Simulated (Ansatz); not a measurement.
# What CsSnH3 (model cell, started as cubic perovskite with Sn in the octahedra) distorts into, part 2 of 3

Wanted: the energy along a soft mode of CsSnH3 (model cell, started as cubic perovskite with Sn in the octahedra) and the structure at the end.

Ansatz 0.2.0; DFT PBEsol, scalar-relativistic, plane waves, PAW.

So far, highest frequency on the path or at a solved wavevector (cm⁻¹): step 2 (response at finite wavevector) 946. Also lowest frequency on the path (cm⁻¹): step 2 -1391.

The structure was built from a prototype and need not be the compound's stable phase.

### 4. The mode frozen in, largest atomic shift 0.32 Å

The atoms are moved along the unstable eigenvector, the largest shift by 0.32 Å, with the cell fixed.

File input.yaml:

```yaml
crystal:
  lattice:
    - [4.4041233197, 0.0, 0.0]
    - [0.0, 4.4041233197, 0.0]
    - [0.0, 0.0, 4.4041233197]
  atoms:
    - { symbol: Cs, position: [0.0, 0.0001119833, 0.0001119833] }
    - { symbol: Sn, position: [0.5, 0.5004444545, 0.5004444545] }
    - { symbol: H, position: [0.5, 0.5027498023, -0.0726071304] }
    - { symbol: H, position: [0.5, -0.0726071304, 0.5027498023] }
    - { symbol: H, position: [0.0, 0.5027498023, 0.5027498023] }
kpoints:
  mp_grid: { grid: [8, 8, 8] }
hamiltonian:
  xc: pbesol
scf:
  occupations: { method: methfessel_paxton, width: 0.2 }
output:
  forces: true
  stress: true
  eigenvalues: true
```

Run with:

```console
$ ansatz run input.yaml --threads 8 --pin off --max-ram 14336MiB --backend cpu --events-out ev --progress --plain --runs-dir out
```

Numbers of over 12 decimals in the logs are rounded to 6 here.

The log of the run:

```text
[...]
Crystal: 5 atoms, lattice volume = 85.424 Å³
Basis set: ecut = 420 eV, 1743 PW (Γ), exchange–correlation on 60×60×60 points (8 copies of the dense FFT grid, shifted against one another)
Bands: 18, of which v1, the nominal top of the filled ones, is band 13 counted from 1 (12 counted from 0)
Symmetry: 4 space group operations
[...]
k-points: 105 of 512 (time reversal used)
[...]
k-point 0: bands = [... 9 lower, -1.7549, 4.3237, 4.5121, 7.7337, 7.9614, 8.1280, 10.2102, 11.8834, ... 1 higher]
  k-point 1: bands = [... 9 lower, -1.4351, 4.0431, 4.5221, 7.5090, 7.8810, 8.2377, 10.8623, 11.4435, ... 1 higher]
  k-point 2: bands = [... 9 lower, -0.9352, 3.2602, 4.6147, 7.3627, 7.6841, 8.5218, 10.5662, 11.9858, ... 1 higher]
  k-point 104: bands = [... 9 lower, 0.0449, 2.0190, 2.1115, 2.7198, 12.0920, 12.1033, 12.1070, 13.6574, ... 1 higher]
[key lines of the parts left out:]
SCF converged after 7 iterations
Free energy (F): -11582.589351 eV
Fermi energy:    7.459279 eV
P = ⅓ Tr σ = 1.6249 GPa (16.249 kbar)
```

Elapsed: 1.8 s, on 8 threads of Arm Neoverse V2, shared host; peak memory 0.48 GiB; 13 s of CPU time.

This step gave:

```
pressure                         : 1.625 GPa
energy from the undistorted cell : -53.77 meV/atom
```

The energy, extrapolated to zero smearing, is -53.77 meV/atom against the undistorted cell.

The run ends at a pressure of 1.62 GPa, with forces up to 0.24 eV/Å.

### 5. Energy along the mode, all amplitudes (two of the runs are shown above)

An imaginary frequency means negative curvature, so the energy should fall and then rise again as anharmonic terms take over.

This step gave:

- depth at the lowest point sampled: 53.77 meV/atom
- largest atomic shift at that point: 0.32 Å

Energy from the parent against largest atomic shift:

```csv
largest atomic shift (Å),energy from the parent (meV/atom)
0.000,0
0.040,-2.22
0.080,-7.85
0.140,-19.7
0.220,-37.3
0.320,-53.8
0.450,-45.5
0.600,53.8
```

Displacement at unit largest shift by atom:

```csv
atom,x (Å),y (Å),z (Å),size
Cs1,0.000,0.002,0.002,0.003
Sn2,0.000,0.006,0.006,0.008
H3,0.000,0.038,-0.999,1.000
H4,0.000,-0.999,0.038,1.000
H5,0.000,0.038,0.038,0.054
```

The lowest of the steps tried is at 0.32 Å, 53.8 meV/atom below the parent; the bottom of the well need not coincide with a step.

### 6. Relaxation from the frozen mode

Starting from the lowest point found, all atoms and the cell are let go, so that strain and other modes of the same symmetry can join in.

Edit input.yaml of step 4 so:

```diff
@@ -21 +21,6 @@
   eigenvalues: true
+relax:
+  adjacent_minimum: "off"
+  f_tol: 0.002
+  max_steps: 120
+  cell: { stress_tol: 0.03 }
```

The log of the run:

```text
[...]
Crystal: 5 atoms, lattice volume = 85.424 Å³
Basis set: ecut = 420 eV, 1743 PW (Γ), exchange–correlation on 60×60×60 points (8 copies of the dense FFT grid, shifted against one another)
Bands: 18, of which v1, the nominal top of the filled ones, is band 13 counted from 1 (12 counted from 0)
Symmetry: 4 space group operations
[...]
k-points: 105 of 512 (time reversal used)
[...]
SCF iter   1: F=—  HF=-11582.604442 eV  |F-HF|=—  |Δ(HF+E_count)|=         —  Δρ=7.13e-3  dr2=4.10e-2  ethr=1.77e-3  ⟨swp⟩=6.3  Hψ=9871  notcnv=0
[...]
SCF iter   7: F=-11582.589351 eV  HF=-11582.589351 eV  |F-HF|=1.02e-8  |Δ(HF+E_count)|=   2.66e-7  S|Δr|=    0.00e0  Δρ=5.02e-6  dr2=2.73e-8  ethr=3.85e-10  ⟨swp⟩=9.0  Hψ=10814  notcnv=0
SCF 1 converged in 7 iterations: F = -11582.589351 eV  dr2 = 2.73e-8
[...]
relax step   1: F+E_penalty+E_count = -11582.58935053 eV  Δ(F+E_penalty+E_count) = +0.000e0 eV  max|allowed force component| = 2.396e-1 eV/Å  Δτ_max = 0.0000 Å  P = +1.625 GPa  Ω = 85.424 Å³  (7 SCF iters, dr2 threshold 1.00e-7 eV, accepted)
Crystal: 5 atoms, lattice volume = 92.138 Å³
Basis set: ecut = 420 eV, 1815 PW (Γ), exchange–correlation on 60×60×60 points (8 copies of the dense FFT grid, shifted against one another)
[...]
SCF iter   6: F=-11582.747808 eV  HF=-11582.747808 eV  |F-HF|=7.03e-8  |Δ(HF+E_count)|=   1.24e-7  S|Δr|=    0.00e0  Δρ=8.22e-6  dr2=9.54e-8  ethr=1.92e-9  ⟨swp⟩=7.5  Hψ=10731  notcnv=0
SCF 2 converged in 6 iterations: F = -11582.747808 eV  dr2 = 9.54e-8
relax step   2: F+E_penalty+E_count = -11582.74780836 eV  Δ(F+E_penalty+E_count) = -1.585e-1 eV  max|allowed force component| = 2.976e-1 eV/Å  Δτ_max = 0.1679 Å  P = +0.455 GPa  Ω = 92.138 Å³  energy of the carried Pulay correction = -2.731e-3 eV  (6 SCF iters, dr2 threshold 5.00e-7 eV, accepted)
Crystal: 5 atoms, lattice volume = 95.813 Å³
Basis set: ecut = 420 eV, 1867 PW (Γ), exchange–correlation on 60×60×60 points (8 copies of the dense FFT grid, shifted against one another)
[...]
SCF iter   6: F=-11582.786908 eV  HF=-11582.786908 eV  |F-HF|=1.66e-8  |Δ(HF+E_count)|=   4.41e-7  S|Δr|=    0.00e0  Δρ=4.03e-6  dr2=2.18e-8  ethr=1.92e-9  ⟨swp⟩=6.9  Hψ=9731  notcnv=0
SCF 3 converged in 6 iterations: F = -11582.786908 eV  dr2 = 2.18e-8
relax step   3: F+E_penalty+E_count = -11582.78690792 eV  Δ(F+E_penalty+E_count) = -3.910e-2 eV  max|allowed force component| = 2.029e-1 eV/Å  Δτ_max = 0.0685 Å  P = +0.593 GPa  Ω = 95.813 Å³  energy of the carried Pulay correction = -4.141e-3 eV  (6 SCF iters, dr2 threshold 5.00e-7 eV, accepted)
[...]
relax step   4: F+E_penalty+E_count = -11582.79201265 eV  Δ(F+E_penalty+E_count) = -5.105e-3 eV  max|allowed force component| = 5.904e-2 eV/Å  Δτ_max = 0.0240 Å  P = -0.095 GPa  Ω = 96.715 Å³  energy of the carried Pulay correction = -4.478e-3 eV  (5 SCF iters, dr2 threshold 5.00e-7 eV, accepted)
[...]
relax step   5: F+E_penalty+E_count = -11582.79279558 eV  Δ(F+E_penalty+E_count) = -7.829e-4 eV  max|allowed force component| = 1.413e-2 eV/Å  Δτ_max = 0.0130 Å  P = -0.009 GPa  Ω = 96.861 Å³  energy of the carried Pulay correction = -4.533e-3 eV  (4 SCF iters, dr2 threshold 2.18e-7 eV, accepted)
[...]
relax step   6: F+E_penalty+E_count = -11582.79287204 eV  Δ(F+E_penalty+E_count) = -7.646e-5 eV  max|allowed force component| = 3.930e-3 eV/Å  Δτ_max = 0.0069 Å  P = -0.001 GPa  Ω = 96.816 Å³  energy of the carried Pulay correction = -4.516e-3 eV  (5 SCF iters, dr2 threshold 1.25e-8 eV, accepted)
[...]
relax step   7: F+E_penalty+E_count = -11582.79288694 eV  Δ(F+E_penalty+E_count) = -1.490e-5 eV  max|allowed force component| = 1.084e-3 eV/Å  Δτ_max = 0.0019 Å  P = +0.003 GPa  Ω = 96.847 Å³  energy of the carried Pulay correction = -4.527e-3 eV  (5 SCF iters, dr2 threshold 9.65e-10 eV, accepted)
[...]
relax step   8: F+E_penalty+E_count = -11582.80040325 eV  Δ(F+E_penalty+E_count) = -7.516e-3 eV  max|allowed force component| = 1.206e-3 eV/Å  Δτ_max = 0.0000 Å  P = +0.059 GPa  Ω = 96.847 Å³  stress off target by 9.40e-2 GPa  SCF on the basis re-selected at this cell (its energy is not comparable with the rows above)  (6 SCF iters)
[...]
relax step   9: F+E_penalty+E_count = -11582.80039928 eV  Δ(F+E_penalty+E_count) = +3.975e-6 eV  max|allowed force component| = 3.255e-4 eV/Å  Δτ_max = 0.0035 Å  P = +0.008 GPa  Ω = 97.225 Å³  energy of the carried Pulay correction = -1.332e-4 eV  (5 SCF iters, dr2 threshold 2.21e-8 eV, accepted)
[...]
SCF iter   5: F=-11582.800539 eV  HF=-11582.800539 eV  |F-HF|=1.27e-11  |Δ(HF+E_count)|=  3.82e-11  S|Δr|=    0.00e0  Δρ=8.27e-8  dr2=4.58e-12  ethr=1.00e-12  ⟨swp⟩=7.5  Hψ=9732  notcnv=0
SCF 10 converged in 5 iterations: F = -11582.800539 eV  dr2 = 4.58e-12
relax step  10: F+E_penalty+E_count = -11582.80053915 eV  Δ(F+E_penalty+E_count) = -1.399e-4 eV  max|allowed force component| = 3.377e-4 eV/Å  Δτ_max = 0.0000 Å  P = +0.008 GPa  Ω = 97.225 Å³  stress off target by 1.34e-2 GPa  SCF on the basis re-selected at this cell (its energy is not comparable with the rows above)  (5 SCF iters)
[...]
SCF converged after 5 iterations
[...]
Free energy (F): -11582.800539 eV
[...]
Internal energy: -11582.800982 eV  (E = F + TS)
E sigma→0 (E₀):  -11582.800650 eV
Entropy (-TS):   0.000443 eV (0.089 meV/atom)
Fermi energy:    6.359506 eV
Step filling:    the computed levels leave a gap of 0.6100 eV = 3.1 smearing widths at the electron count; against every level under it full and every level over it empty, smearing changes F+E_penalty+E_count by +0.064 meV and its σ→0 estimate by -0.047 meV
[...]
--- Forces (eV/Å), atoms counted from 1 ---
  atom   1  Cs     0.00000000    -0.00032213    -0.00032213
  atom   2  Sn    -0.00000000     0.00033772     0.00033772
  atom   3  H      0.00000000    -0.00010909     0.00007078
  atom   4  H     -0.00000000     0.00007078    -0.00010909
  atom   5  H      0.00000000     0.00002256     0.00002256
  max |Σ_I F_I| component: 1.57e-7 eV/Å
--- Stress (GPa, compression-positive) ---
        0.002349       0.000000      -0.000000
        0.000000       0.010719      -0.002694
       -0.000000      -0.002694       0.010719
  P = ⅓ Tr σ = 0.0079 GPa (0.079 kbar)
--- Band table (eV; the first three rows and the last of 105) ---
  k-point 0: bands = [... 9 lower, -3.0537, 2.8401, 3.7352, 5.7781, 6.6122, 7.1989, 8.4922, 9.8196, ... 1 higher]
  k-point 1: bands = [... 9 lower, -2.8073, 2.6533, 3.6332, 5.6927, 6.8091, 7.1612, 8.9120, 9.7031, ... 1 higher]
  k-point 2: bands = [... 9 lower, -2.3905, 2.1229, 3.5289, 5.6175, 7.0684, 7.2483, 9.0922, 10.1014, ... 1 higher]
  k-point 104: bands = [... 9 lower, -1.4930, 0.9903, 1.3414, 2.3988, 10.0948, 10.1048, 10.8307, 11.5513, ... 1 higher]
--- Relaxed structure (8 steps of the walk, 8 accepted, 2 SCFs on fresh bases) ---
  F+E_penalty+E_count = -11582.80053915 eV   max|allowed force component| = 3.377e-4 eV/Å   (the final SCF, on the basis selected at the relaxed cell)
  cell:  # Å, volume = 97.2248 Å³
    - [4.244040, 0, 0]
    - [0, 4.786317, -0.016954]
    - [0, -0.016954, 4.786317]
  atoms:
    - { symbol: Cs, position: [0, 0.020760, 0.020760] }
    - { symbol: Sn, position: [0.5, 0.499001, 0.499001] }
    - { symbol: H, position: [0.5, 0.497975, -0.119953] }
    - { symbol: H, position: [0.5, -0.119953, 0.497975] }
    - { symbol: H, position: [0, 0.535667, 0.535667] }
```

Elapsed: 20 s, on 8 threads; peak memory 0.57 GiB; 2.5 min of CPU time.

Step by step:

```csv
step,energy less that of the first step (eV),largest force component (eV/Å),pressure (GPa),volume (Å³)
1,0.0000,0.2396,1.62,85.42
2,-0.1585,0.2976,0.45,92.14
3,-0.1976,0.2029,0.59,95.81
4,-0.2027,0.0590,-0.10,96.71
5,-0.2034,0.0141,-0.01,96.86
6,-0.2035,0.0039,0.00,96.82
7,-0.2035,0.0011,0.00,96.85
8*,-0.2111,0.0012,0.06,96.85
9,-0.2110,0.0003,0.01,97.22
10*,-0.2112,0.0003,0.01,97.22
```

Relaxation steps marked * repeat the geometry before them on a plane-wave basis chosen anew for their cell, so energy and pressure can jump there.

The run keeps the 4 symmetry operations that it works with, so distortions that break them were not tested.

```csv
"conventional cell, symmetrised",before,after,change
a (Å),4.404,4.244,-3.6 %
b (Å),6.228,6.793,+9.1 %
c (Å),6.228,6.745,+8.3 %
volume (Å³/atom),17.08,19.44,+13.8 %
```

The atoms that moved most (Å, as changes of fractional coordinates times the final cell):

```csv
atom,dx,dy,dz,length
H4,0.000,-0.227,-0.022,0.228
H3,0.000,-0.022,-0.227,0.228
H5,0.000,0.157,0.157,0.222
Cs1,0.000,0.098,0.098,0.139
Sn2,0.000,-0.007,-0.007,0.010
```

The relaxed structure:

```xyz
5
Lattice="4.2440 0.0000 0.0000 0.0000 4.7863 -0.0170 0.0000 -0.0170 4.7863" Properties=species:S:1:pos:R:3 pbc="T T T"
Cs    0.0000    0.0990    0.0990
Sn    2.1220    2.3799    2.3799
H     2.1220    2.3855   -0.5826
H     2.1220   -0.5826    2.3855
H     0.0000    2.5548    2.5548
```

Numbers from this step:

```yaml
pressure: 0.007929 GPa
volume_per_atom: 19.44 Å³
gap_on_the_k_mesh: 0.6100 eV
```

The distorted start has space group Amm2; the relaxation ends in Amm2.

### 7. The new phase in its own primitive cell

The relaxed structure is symmetrised, reduced to its primitive cell and relaxed tightly, as its phonons need.

File input.yaml:

```yaml
crystal:
  lattice:
    - [4.2440396896, 0.0, 0.0]
    - [0.0, 3.3964253164, 3.3724490937]
    - [0.0, -3.3964253164, 3.3724490937]
  atoms:
    - { symbol: Cs, position: [0.0, 0.0207598113, 0.0207598113] }
    - { symbol: Sn, position: [0.5, 0.4990010593, 0.4990010593] }
    - { symbol: H, position: [0.5, 0.4979746363, 0.8800465695] }
    - { symbol: H, position: [0.5, 0.8800465695, 0.4979746363] }
    - { symbol: H, position: [0.0, 0.5356668356, 0.5356668356] }
kpoints:
  mp_grid: { grid: [6, 6, 6] }
hamiltonian:
  xc: pbesol
scf:
  occupations: { method: fixed }
output:
  forces: true
  stress: true
  eigenvalues: true
relax:
  adjacent_minimum: "off"
  f_tol: 0.001
  max_steps: 60
  cell: { stress_tol: 0.01 }
```

The log of the run:

```text
[...]
Crystal: 5 atoms, lattice volume = 97.225 Å³
Basis set: ecut = 420 eV, 1891 PW (Γ), exchange–correlation on 60×64×64 points (8 copies of the dense FFT grid, shifted against one another)
Bands: 18, of which v1, the nominal top of the filled ones, is band 13 counted from 1 (12 counted from 0)
Symmetry: 4 space group operations
[...]
k-points: 52 of 216 (time reversal used)
[...]
cell:  # Å, volume = 97.5749 Å³
    - [4.234881, 0, 0]
    - [0, 3.404807, 3.383564]
    - [0, -3.404807, 3.383564]
  atoms:
    - { symbol: Cs, position: [0, 0.019441, 0.019441] }
    - { symbol: Sn, position: [0.5, 0.498806, 0.498806] }
    - { symbol: H, position: [0.5, 0.496914, 0.878597] }
    - { symbol: H, position: [0.5, 0.878597, 0.496914] }
    - { symbol: H, position: [0, 0.539691, 0.539691] }
[key lines of the parts left out:]
SCF converged after 6 iterations
Free energy (F): -11582.784885 eV
Fermi energy:    5.960811 eV
P = ⅓ Tr σ = 0.0001 GPa (0.001 kbar)
```

The job ended after 7.8 s (8 threads; peak memory 0.49 GiB; 56 s of CPU time).

Step by step:

```csv
step,energy less that of the first step (eV),largest force component (eV/Å),pressure (GPa),volume (Å³)
1,0.0000,0.0276,0.04,97.22
2,0.0000,0.0592,0.00,97.43
3,-0.0004,0.0089,0.01,97.44
4,-0.0004,0.0015,0.00,97.52
5,-0.0004,0.0006,0.00,97.57
6,-0.0004,0.0001,0.00,97.57
7*,-0.0005,0.0002,0.00,97.57
```

Relaxation steps marked * repeat the geometry before them on a plane-wave basis chosen anew for their cell, so energy and pressure can jump there.

Forces are held to the 4 operations that the run works with; a distortion that breaks them can't arise in this run.

```csv
"conventional cell, symmetrised",before,after,change
a (Å),4.244,4.235,-0.2 %
b (Å),6.793,6.810,+0.2 %
c (Å),6.745,6.767,+0.3 %
volume (Å³/atom),19.44,19.51,+0.4 %
```

The atoms that moved most (Å, as changes of fractional coordinates times the final cell):

```csv
atom,dx,dy,dz,length
H5,0.000,0.000,0.027,0.027
Cs1,0.000,0.000,-0.009,0.009
H4,0.000,-0.001,-0.008,0.009
H3,0.000,0.001,-0.008,0.009
```

Final coordinates:

```xyz
5
Lattice="4.2349 0.0000 0.0000 0.0000 3.4048 3.3836 0.0000 -3.4048 3.3836" Properties=species:S:1:pos:R:3 pbc="T T T"
Cs    0.0000    0.0000    0.1316
Sn    2.1174    0.0000    3.3755
H     2.1174   -1.2996    4.6541
H     2.1174    1.2996    4.6541
H     0.0000    0.0000    3.6522
```

This step gave:

```yaml
pressure: 9.44e-5 GPa
gap_on_the_k_mesh: 0.6293 eV
volume_per_atom: 19.51 Å³
direct_gap_on_mesh: 0.8899 eV
```

The largest force component left is 0.21 meV/Å and the pressure is 0.000 GPa, within the tolerances set. The cell now holds 19.51 Å³/atom.

(Part 2 of 3 ends here.)

[Logs are printed without paths, hosts, clocks, repeated set-up lines and the standing remarks that a program may print on its own settings, such as how far it seeks lower states.]

[Hosts, paths, dates, database ids (printed as entryN), source tags and the programs' standing remarks are cut or masked in the printed files.]
